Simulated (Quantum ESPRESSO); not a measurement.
## Magnetic state of Cr (Chromium) from several starts

Aim: find out which collinear order of Cr (Chromium) costs least.

Program: Quantum ESPRESSO 7.5. Level of theory: WC; plane waves with GBRV 1.5 PBE potentials, no spin-orbit coupling. Results are calculated unless marked as measured.

**1. Starting point**

The structure is cubic, space group Im-3m (No. 229). The conventional cell has a = 2.884 Å, b = 2.884 Å, c = 2.884 Å, α = 90.00°, β = 90.00°, γ = 90.00°. Nearest to Cr lie 8 Cr at 2.50 Å.

The cell comes from the Crystallography Open Database.

**2. Run 1 (ferro +)**

The signs are those of the starting moments on the seeded atoms, the atoms that are given a moment.

pw.in

```
&CONTROL
  calculation = 'scf'
  prefix = 'pwscf'
  outdir = './tmp'
  pseudo_dir = './pseudo'
  disk_io = 'nowf'
/
&SYSTEM
  ibrav = 0
  nat = 1
  ntyp = 1
  ecutwfc = 40
  ecutrho = 400
  nbnd = 14
  input_dft = 'wc'
  occupations = 'smearing'
  smearing = 'fd'
  degauss = 0.00734986
  nspin = 2
  starting_magnetization(1) = 0.1786
/
&ELECTRONS
  conv_thr = 2d-09
  electron_maxstep = 150
  mixing_beta = 0.3
/
ATOMIC_SPECIES
Cr     51.9961 cr_pbe_v1.5.uspp.F.UPF
CELL_PARAMETERS angstrom
  -1.4419500000    1.4419500000    1.4419500000
   1.4419500000   -1.4419500000    1.4419500000
   1.4419500000    1.4419500000   -1.4419500000
ATOMIC_POSITIONS crystal
Cr      0.0000000000    0.0000000000    0.0000000000
K_POINTS automatic
10 10 10 0 0 0
```

Started as:

```
$ OMP_NUM_THREADS=1 mpirun -n 2 pw.x -nk 2 -in pw.in > pw.out
```

What it wrote:

```text
Program PWSCF v.7.5 starts

     IMPORTANT: XC functional enforced from input :
     Exchange-correlation= WC
                           (   1   4  11   4   0   0   0)
     Any further DFT definition will be discarded
     Please, verify this is what you really want

     Message from routine setup:
     using ibrav=0 with symmetry is DISCOURAGED, use correct ibrav instead

     K-points division:     npool     =       2
     Subspace diagonalization in iterative solution of the eigenvalue problem:

     G-vector sticks info
     --------------------
     sticks:   dense  smooth     PW     G-vecs:    dense   smooth      PW
     Sum         661     265    117                10889     2779     791

     Using Slab Decomposition

     bravais-lattice index     =            0
     lattice parameter (alat)  =       4.7196  a.u.
     unit-cell volume          =      80.9296 (a.u.)^3
     number of atoms/cell      =            1
     number of atomic types    =            1
     number of electrons       =        14.00
     number of Kohn-Sham states=           14
     kinetic-energy cutoff     =      40.0000  Ry
     charge density cutoff     =     400.0000  Ry
     scf convergence threshold =      2.0E-09
     mixing beta               =       0.3000
     number of iterations used =            8  plain     mixing
     Exchange-correlation= WC
                           (   1   4  11   4   0   0   0)

     celldm(1)=   4.719649  celldm(2)=   0.000000  celldm(3)=   0.000000
     celldm(4)=   0.000000  celldm(5)=   0.000000  celldm(6)=   0.000000

     crystal axes: (cart. coord. in units of alat)
               a(1) = (  -0.577350   0.577350   0.577350 )
               a(2) = (   0.577350  -0.577350   0.577350 )
               a(3) = (   0.577350   0.577350  -0.577350 )

     reciprocal axes: (cart. coord. in units 2 pi/alat)
               b(1) = ( -0.000000  0.866025  0.866025 )
               b(2) = (  0.866025 -0.000000  0.866025 )
               b(3) = (  0.866025  0.866025  0.000000 )

     PseudoPot. # 1 for Cr read from file:
     cr_pbe_v1.5.uspp.F.UPF
     Pseudo is Ultrasoft + core correction, Zval = 14.0
     Generated by new atomic code, or converted to UPF format
     Using radial grid of  857 points,  6 beta functions with:
                l(1) =   0
                l(2) =   0
                l(3) =   1
                l(4) =   1
                l(5) =   2
                l(6) =   2
     Q(r) pseudized with  8 coefficients,  rinner =    0.950   0.950   0.950
                                                       0.950   0.950

     atomic species   valence    mass     pseudopotential
     Cr               14.00    51.99610     Cr( 1.00)

     Starting magnetic structure
     atomic species   magnetization
     Cr              0.179

     48 Sym. Ops., with inversion, found

   Cartesian axes

     site n.     atom                  positions (alat units)
         1        Cr     tau(   1) = (   0.0000000   0.0000000   0.0000000  )

     number of k points=    47  Fermi-Dirac smearing, width (Ry)=  0.0073
                       cart. coord. in units 2pi/alat
        k(    1) = (   0.0000000   0.0000000   0.0000000), wk =   0.0010000
        k(    2) = (   0.0866025   0.0866025   0.0000000), wk =   0.0120000
        k(    3) = (   0.1732051   0.1732051   0.0000000), wk =   0.0120000
        k(    4) = (   0.2598076   0.2598076   0.0000000), wk =   0.0120000
        k(    5) = (   0.3464102   0.3464102   0.0000000), wk =   0.0120000
        [... 42 further k-points ...]

     Dense  grid:    10889 G-vectors     FFT dimensions: (  32,  32,  32)

     Smooth grid:     2779 G-vectors     FFT dimensions: (  20,  20,  20)

     Check: negative core charge=   -0.000007
     Generating pointlists ...
     new r_m :   0.4125 (alat units)  1.9469 (a.u.) for type    1

     Initial potential from superposition of free atoms

     starting charge      13.0000, renormalised to      14.0000

     negative rho (up, down):  4.900E-04 3.415E-04
     Starting wfcs are   10 randomized atomic wfcs +    4 random wfcs

     Self-consistent Calculation

     iteration #  1     ecut=    40.00 Ry     beta= 0.30
     Davidson diagonalization with overlap
     ethr =  1.00E-02,  avg # of iterations =  5.3

     negative rho (up, down):  5.427E-04 4.713E-04

     total energy              =    -175.08909661 Ry
     estimated scf accuracy    <       2.30543446 Ry

     total magnetization       =     0.39 Bohr mag/cell
     absolute magnetization    =     0.41 Bohr mag/cell

     iteration #  2     ecut=    40.00 Ry     beta= 0.30
     Davidson diagonalization with overlap
     ethr =  1.00E-02,  avg # of iterations =  1.8

     negative rho (up, down):  4.811E-04 5.197E-04

     total energy              =    -175.34214903 Ry
     estimated scf accuracy    <       0.11998698 Ry

     total magnetization       =     0.56 Bohr mag/cell
     absolute magnetization    =     0.58 Bohr mag/cell

     iteration #  3     ecut=    40.00 Ry     beta= 0.30
     Davidson diagonalization with overlap
     ethr =  8.57E-04,  avg # of iterations =  2.0

     negative rho (up, down):  2.117E-04 4.850E-04

     total energy              =    -175.37759952 Ry
     estimated scf accuracy    <       0.02411677 Ry

     total magnetization       =     0.48 Bohr mag/cell
     absolute magnetization    =     0.49 Bohr mag/cell

     [... further iterations left out ...]

     iteration # 10     ecut=    40.00 Ry     beta= 0.30
     Davidson diagonalization with overlap
     ethr =  8.65E-09,  avg # of iterations =  1.4

     negative rho (up, down):  4.193E-04 4.193E-04

     total energy              =    -175.38933342 Ry
     estimated scf accuracy    <       0.00000006 Ry

     total magnetization       =    -0.00 Bohr mag/cell
     absolute magnetization    =     0.00 Bohr mag/cell

     iteration # 11     ecut=    40.00 Ry     beta= 0.30
     Davidson diagonalization with overlap
     ethr =  4.47E-10,  avg # of iterations =  2.0

     negative rho (up, down):  4.192E-04 4.194E-04

     total energy              =    -175.38933346 Ry
     estimated scf accuracy    <       0.00000003 Ry

     total magnetization       =    -0.00 Bohr mag/cell
     absolute magnetization    =     0.00 Bohr mag/cell

     iteration # 12     ecut=    40.00 Ry     beta= 0.30
     Davidson diagonalization with overlap
     ethr =  2.07E-10,  avg # of iterations =  1.5

     negative rho (up, down):  4.193E-04 4.193E-04

     total energy              =    -175.38933347 Ry
     estimated scf accuracy    <          2.1E-09 Ry

     total magnetization       =     0.00 Bohr mag/cell
     absolute magnetization    =     0.00 Bohr mag/cell

     iteration # 13     ecut=    40.00 Ry     beta= 0.30
     Davidson diagonalization with overlap
     ethr =  1.53E-11,  avg # of iterations =  1.0

     negative rho (up, down):  4.193E-04 4.193E-04

     Magnetic moment per site  (integrated on atomic sphere of radius R)
     atom   1 (R=0.413)  charge= 12.2443  magn=  0.0000

     End of self-consistent calculation

     [... lines left out ...]
     the Fermi energy is    18.5379 ev

!    total energy              =    -175.38933348 Ry
     estimated scf accuracy    <          4.3E-11 Ry
     smearing contrib. (-TS)   =      -0.00222709 Ry
     internal energy E=F+TS    =    -175.38710639 Ry

     The total energy is F=E-TS. E is the sum of the following terms:
     one-electron contribution =     -59.48443846 Ry
     hartree contribution      =      37.25355890 Ry
     xc contribution           =     -22.27211722 Ry
     ewald contribution        =    -130.88410961 Ry

     total magnetization       =     0.00 Bohr mag/cell
     absolute magnetization    =     0.00 Bohr mag/cell

     convergence has been achieved in  13 iterations

=------------------------------------------------------------------------------=
   JOB DONE.
=------------------------------------------------------------------------------=
```

Elapsed: 3.8 s, on 2 MPI ranks of Arm Neoverse V2, shared host; peak memory 0.14 GiB; 7.4 s of CPU time.

The spin moment in the atom's sphere vanishes on all atoms.

This step gave:

```
smearing term TS       : 0.03030 eV
magnetization          : 0 μB
absolute magnetization : 0 μB
final state            : non-magnetic
```

**3. Start 2: antiferro q=(0,0,1/2) +−**

This order needs a doubled cell of 2 atoms. The wavevector q is in fractions of the reciprocal vectors of the crystal's primitive cell, as the cells of these inputs are built from it; moments change sign between cells as cos(2π q·R).

pw.in

```
&CONTROL
  calculation = 'scf'
  prefix = 'pwscf'
  outdir = './tmp'
  pseudo_dir = './pseudo'
  disk_io = 'nowf'
/
&SYSTEM
  ibrav = 0
  nat = 2
  ntyp = 2
  ecutwfc = 40
  ecutrho = 400
  nbnd = 21
  input_dft = 'wc'
  occupations = 'smearing'
  smearing = 'fd'
  degauss = 0.00734986
  nspin = 2
  starting_magnetization(1) = 0.1786
  starting_magnetization(2) = -0.1786
/
&ELECTRONS
  conv_thr = 4d-09
  electron_maxstep = 150
  mixing_beta = 0.3
/
ATOMIC_SPECIES
Cr1    51.9961 cr_pbe_v1.5.uspp.F.UPF
Cr2    51.9961 cr_pbe_v1.5.uspp.F.UPF
CELL_PARAMETERS angstrom
  -1.4419500000    1.4419500000    1.4419500000
   1.4419500000   -1.4419500000    1.4419500000
   2.8839000000    2.8839000000   -2.8839000000
ATOMIC_POSITIONS crystal
Cr1     0.0000000000    0.0000000000    0.0000000000
Cr2     0.0000000000    0.0000000000    0.5000000000
K_POINTS automatic
10 10 5 0 0 0
```

What it wrote:

```text
[banner, memory and clock lines left out]
Program PWSCF v.7.5 starts

     IMPORTANT: XC functional enforced from input :
     Exchange-correlation= WC
                           (   1   4  11   4   0   0   0)
     Any further DFT definition will be discarded
     Please, verify this is what you really want

     Message from routine setup:
     using ibrav=0 with symmetry is DISCOURAGED, use correct ibrav instead

     bravais-lattice index     =            0
     lattice parameter (alat)  =       4.7196  a.u.
     unit-cell volume          =     161.8591 (a.u.)^3
     number of atoms/cell      =            2
     number of atomic types    =            2
     number of electrons       =        28.00
     number of Kohn-Sham states=           21
     kinetic-energy cutoff     =      40.0000  Ry
     charge density cutoff     =     400.0000  Ry
     scf convergence threshold =      4.0E-09
     mixing beta               =       0.3000
     number of iterations used =            8  plain     mixing
     Exchange-correlation= WC
                           (   1   4  11   4   0   0   0)

     celldm(1)=   4.719649  celldm(2)=   0.000000  celldm(3)=   0.000000
     celldm(4)=   0.000000  celldm(5)=   0.000000  celldm(6)=   0.000000

     crystal axes: (cart. coord. in units of alat)
               a(1) = (  -0.577350   0.577350   0.577350 )
               a(2) = (   0.577350  -0.577350   0.577350 )
               a(3) = (   1.154701   1.154701  -1.154701 )

     reciprocal axes: (cart. coord. in units 2 pi/alat)
               b(1) = ( -0.000000  0.866025  0.866025 )
               b(2) = (  0.866025 -0.000000  0.866025 )
               b(3) = (  0.433013  0.433013  0.000000 )

     PseudoPot. # 1 for Cr read from file:
     cr_pbe_v1.5.uspp.F.UPF
     Pseudo is Ultrasoft + core correction, Zval = 14.0

     PseudoPot. # 2 for Cr read from file:
     cr_pbe_v1.5.uspp.F.UPF
     Pseudo is Ultrasoft + core correction, Zval = 14.0

     atomic species   valence    mass     pseudopotential
     Cr1              14.00    51.99610     Cr( 1.00)
     Cr2              14.00    51.99610     Cr( 1.00)

     Starting magnetic structure
     atomic species   magnetization
     Cr1             0.179
     Cr2            -0.179

      8 Sym. Ops., with inversion, found

   Cartesian axes

     site n.     atom                  positions (alat units)
         1        Cr1    tau(   1) = (   0.0000000   0.0000000   0.0000000  )
         2        Cr2    tau(   2) = (   0.5773503   0.5773503  -0.5773503  )

     number of k points=    93  Fermi-Dirac smearing, width (Ry)=  0.0073
                       cart. coord. in units 2pi/alat
        k(    1) = (   0.0000000   0.0000000   0.0000000), wk =   0.0020000
        k(    2) = (   0.0866025   0.0866025   0.0000000), wk =   0.0040000
        k(    3) = (   0.1732051   0.1732051   0.0000000), wk =   0.0040000
        k(    4) = (   0.0866025  -0.0000000   0.0866025), wk =   0.0160000
        k(    5) = (   0.1732051   0.0866025   0.0866025), wk =   0.0160000
        [... 88 further k-points ...]

     Dense  grid:    21793 G-vectors     FFT dimensions: (  32,  32,  64)

     Smooth grid:     5515 G-vectors     FFT dimensions: (  20,  20,  40)

     Check: negative core charge=   -0.000007
     Generating pointlists ...
     new r_m :   0.4125 (alat units)  1.9469 (a.u.) for type    1
     new r_m :   0.4125 (alat units)  1.9469 (a.u.) for type    2

     Initial potential from superposition of free atoms

     starting charge      26.0000, renormalised to      28.0000

     negative rho (up, down):  8.315E-04 8.315E-04
     Starting wfcs are   20 randomized atomic wfcs +    1 random wfcs

     Self-consistent Calculation

     iteration #  1     ecut=    40.00 Ry     beta= 0.30
     Davidson diagonalization with overlap
     ethr =  1.00E-02,  avg # of iterations =  4.0

     negative rho (up, down):  1.008E-03 1.008E-03

     total energy              =    -350.28315570 Ry
     estimated scf accuracy    <       4.32478846 Ry

     total magnetization       =    -0.00 Bohr mag/cell
     absolute magnetization    =     1.49 Bohr mag/cell

     iteration #  2     ecut=    40.00 Ry     beta= 0.30
     Davidson diagonalization with overlap
     ethr =  1.00E-02,  avg # of iterations =  2.0

     negative rho (up, down):  1.118E-03 1.117E-03

     total energy              =    -350.65163774 Ry
     estimated scf accuracy    <       0.29492535 Ry

     total magnetization       =    -0.00 Bohr mag/cell
     absolute magnetization    =     2.20 Bohr mag/cell

     [... further iterations left out ...]

     iteration # 16     ecut=    40.00 Ry     beta= 0.30
     Davidson diagonalization with overlap
     ethr =  2.33E-10,  avg # of iterations =  1.0

     negative rho (up, down):  8.386E-04 8.386E-04

     total energy              =    -350.77866690 Ry
     estimated scf accuracy    <       0.00000005 Ry

     total magnetization       =     0.00 Bohr mag/cell
     absolute magnetization    =     0.00 Bohr mag/cell

     iteration # 17     ecut=    40.00 Ry     beta= 0.30
     Davidson diagonalization with overlap
     ethr =  1.89E-10,  avg # of iterations =  2.1

     negative rho (up, down):  8.386E-04 8.386E-04

     Magnetic moment per site  (integrated on atomic sphere of radius R)
     atom   1 (R=0.413)  charge= 12.2443  magn=  0.0002
     atom   2 (R=0.413)  charge= 12.2443  magn= -0.0002

     End of self-consistent calculation

     Number of k-points >= 100: set verbosity='high' to print the bands.

     the Fermi energy is    18.5379 ev

!    total energy              =    -350.77866696 Ry
     estimated scf accuracy    <          5.3E-10 Ry
     smearing contrib. (-TS)   =      -0.00445431 Ry
     internal energy E=F+TS    =    -350.77421265 Ry

     The total energy is F=E-TS. E is the sum of the following terms:
     one-electron contribution =    -118.96898492 Ry
     hartree contribution      =      74.50724734 Ry
     xc contribution           =     -44.54425586 Ry
     ewald contribution        =    -261.76821922 Ry

     total magnetization       =     0.00 Bohr mag/cell
     absolute magnetization    =     0.00 Bohr mag/cell

     convergence has been achieved in  17 iterations
```

Elapsed: 25 s, on 2 MPI ranks; peak memory 0.23 GiB; 50 s of CPU time.

Spin moment in the atom's sphere by atom:

```
atom  spin moment in the atom's sphere (μB)
 Cr1                                 0.0002
 Cr2                                -0.0002
```

Numbers from this step:

| Item | Value |
| --- | --- |
| smearing term TS | 0.06060 eV |
| magnetization | 0 μB |
| absolute magnetization | 0 μB |
| final state | non-magnetic |

**4. Start 3: antiferro q=(1/2,1/2,1/2) +−**

This order needs a doubled cell of 2 atoms.

pw.in: that of step 3 with these lines changed.

```diff
@@ -31,9 +31,9 @@
 CELL_PARAMETERS angstrom
-  -1.4419500000    1.4419500000    1.4419500000
-   1.4419500000   -1.4419500000    1.4419500000
-   2.8839000000    2.8839000000   -2.8839000000
+  -2.8839000000    2.8839000000    2.8839000000
+   0.0000000000    0.0000000000    2.8839000000
+   0.0000000000    2.8839000000    0.0000000000
 ATOMIC_POSITIONS crystal
 Cr1     0.0000000000    0.0000000000    0.0000000000
-Cr2     0.0000000000    0.0000000000    0.5000000000
+Cr2     0.5000000000    0.0000000000    0.0000000000
 K_POINTS automatic
-10 10 5 0 0 0
+5 10 10 0 0 0
```

What it wrote:

```text
     [... lines left out ...]
Program PWSCF v.7.5 starts
     [... lines left out ...]
     number of atoms/cell      =            2
     [... lines left out ...]
     number of electrons       =        28.00
     number of Kohn-Sham states=           21
     kinetic-energy cutoff     =      40.0000  Ry
     charge density cutoff     =     400.0000  Ry
     scf convergence threshold =      4.0E-09
     [... lines left out ...]
     48 Sym. Ops., with inversion, found
     [... lines left out ...]
     number of k points=    28  Fermi-Dirac smearing, width (Ry)=  0.0073
     [... lines left out ...]
     iteration # 15     ecut=    40.00 Ry     beta= 0.30
     [... lines left out ...]
     Magnetic moment per site  (integrated on atomic sphere of radius R)
     atom   1 (R=0.206)  charge= 12.2541  magn=  1.1327
     atom   2 (R=0.206)  charge= 12.2541  magn= -1.1327
     [... lines left out ...]
     the Fermi energy is    18.5150 ev
!    total energy              =    -350.78132736 Ry
     estimated scf accuracy    <          2.6E-09 Ry
     smearing contrib. (-TS)   =      -0.00245664 Ry
     [... lines left out ...]
     total magnetization       =     0.00 Bohr mag/cell
     absolute magnetization    =     2.43 Bohr mag/cell
     convergence has been achieved in  15 iterations
```

Run time: 15 s. Hardware: 2 MPI ranks; peak memory 0.2 GiB.

Spin moment in the atom's sphere by atom:

```
atom  spin moment in the atom's sphere (μB)
 Cr1                                   1.13
 Cr2                                  -1.13
```

Read from the output:

```yaml
smearing_term_ts: 0.03342 eV
magnetization: 0 μB
absolute_magnetization: 2.431 μB
final_state: antiferromagnetic
```

**5. Run 4, typed as no spin polarisation**

pw.in

```
&CONTROL
  calculation = 'scf'
  prefix = 'pwscf'
  outdir = './tmp'
  pseudo_dir = './pseudo'
  disk_io = 'nowf'
/
&SYSTEM
  ibrav = 0
  nat = 1
  ntyp = 1
  ecutwfc = 40
  ecutrho = 400
  nbnd = 13
  input_dft = 'wc'
  occupations = 'smearing'
  smearing = 'fd'
  degauss = 0.00734986
/
&ELECTRONS
  conv_thr = 2d-09
  electron_maxstep = 150
  mixing_beta = 0.3
/
ATOMIC_SPECIES
Cr     51.9961 cr_pbe_v1.5.uspp.F.UPF
CELL_PARAMETERS angstrom
  -1.4419500000    1.4419500000    1.4419500000
   1.4419500000   -1.4419500000    1.4419500000
   1.4419500000    1.4419500000   -1.4419500000
ATOMIC_POSITIONS crystal
Cr      0.0000000000    0.0000000000    0.0000000000
K_POINTS automatic
10 10 10 0 0 0
```

What it wrote:

```text
     [... lines left out ...]
Program PWSCF v.7.5 starts
     [... lines left out ...]
     number of atoms/cell      =            1
     [... lines left out ...]
     number of electrons       =        14.00
     number of Kohn-Sham states=           13
     kinetic-energy cutoff     =      40.0000  Ry
     charge density cutoff     =     400.0000  Ry
     scf convergence threshold =      2.0E-09
     [... lines left out ...]
     48 Sym. Ops., with inversion, found
     [... lines left out ...]
     number of k points=    47  Fermi-Dirac smearing, width (Ry)=  0.0073
     [... lines left out ...]
     iteration # 11     ecut=    40.00 Ry     beta= 0.30
     [... lines left out ...]
     the Fermi energy is    18.5378 ev
!    total energy              =    -175.38933485 Ry
     estimated scf accuracy    <          1.6E-09 Ry
     smearing contrib. (-TS)   =      -0.00222725 Ry
     [... lines left out ...]
     convergence has been achieved in  11 iterations
```

Elapsed: 2.1 s, on 2 MPI ranks; peak memory 0.13 GiB.

This step gave:

```
smearing term TS : 0.03030 eV
final state      : non-magnetic (no spin polarisation)
```

(Part 1 of 2 ends here.)

[Logs and program files are shortened in this print: banners, set-up blocks, solver, clock and traceback lines can be left out without a mark of their own.]

[Logs are printed without paths, hosts, clocks, repeated set-up lines and the standing remarks that a program may print on its own settings, such as how far it seeks lower states.]

[Hosts, paths, dates, database ids (printed as entryN), source tags and the programs' standing remarks are cut or masked in the printed files.]

[Where a cell is said to come from a database of computed structures, the database is the Materials Project.]
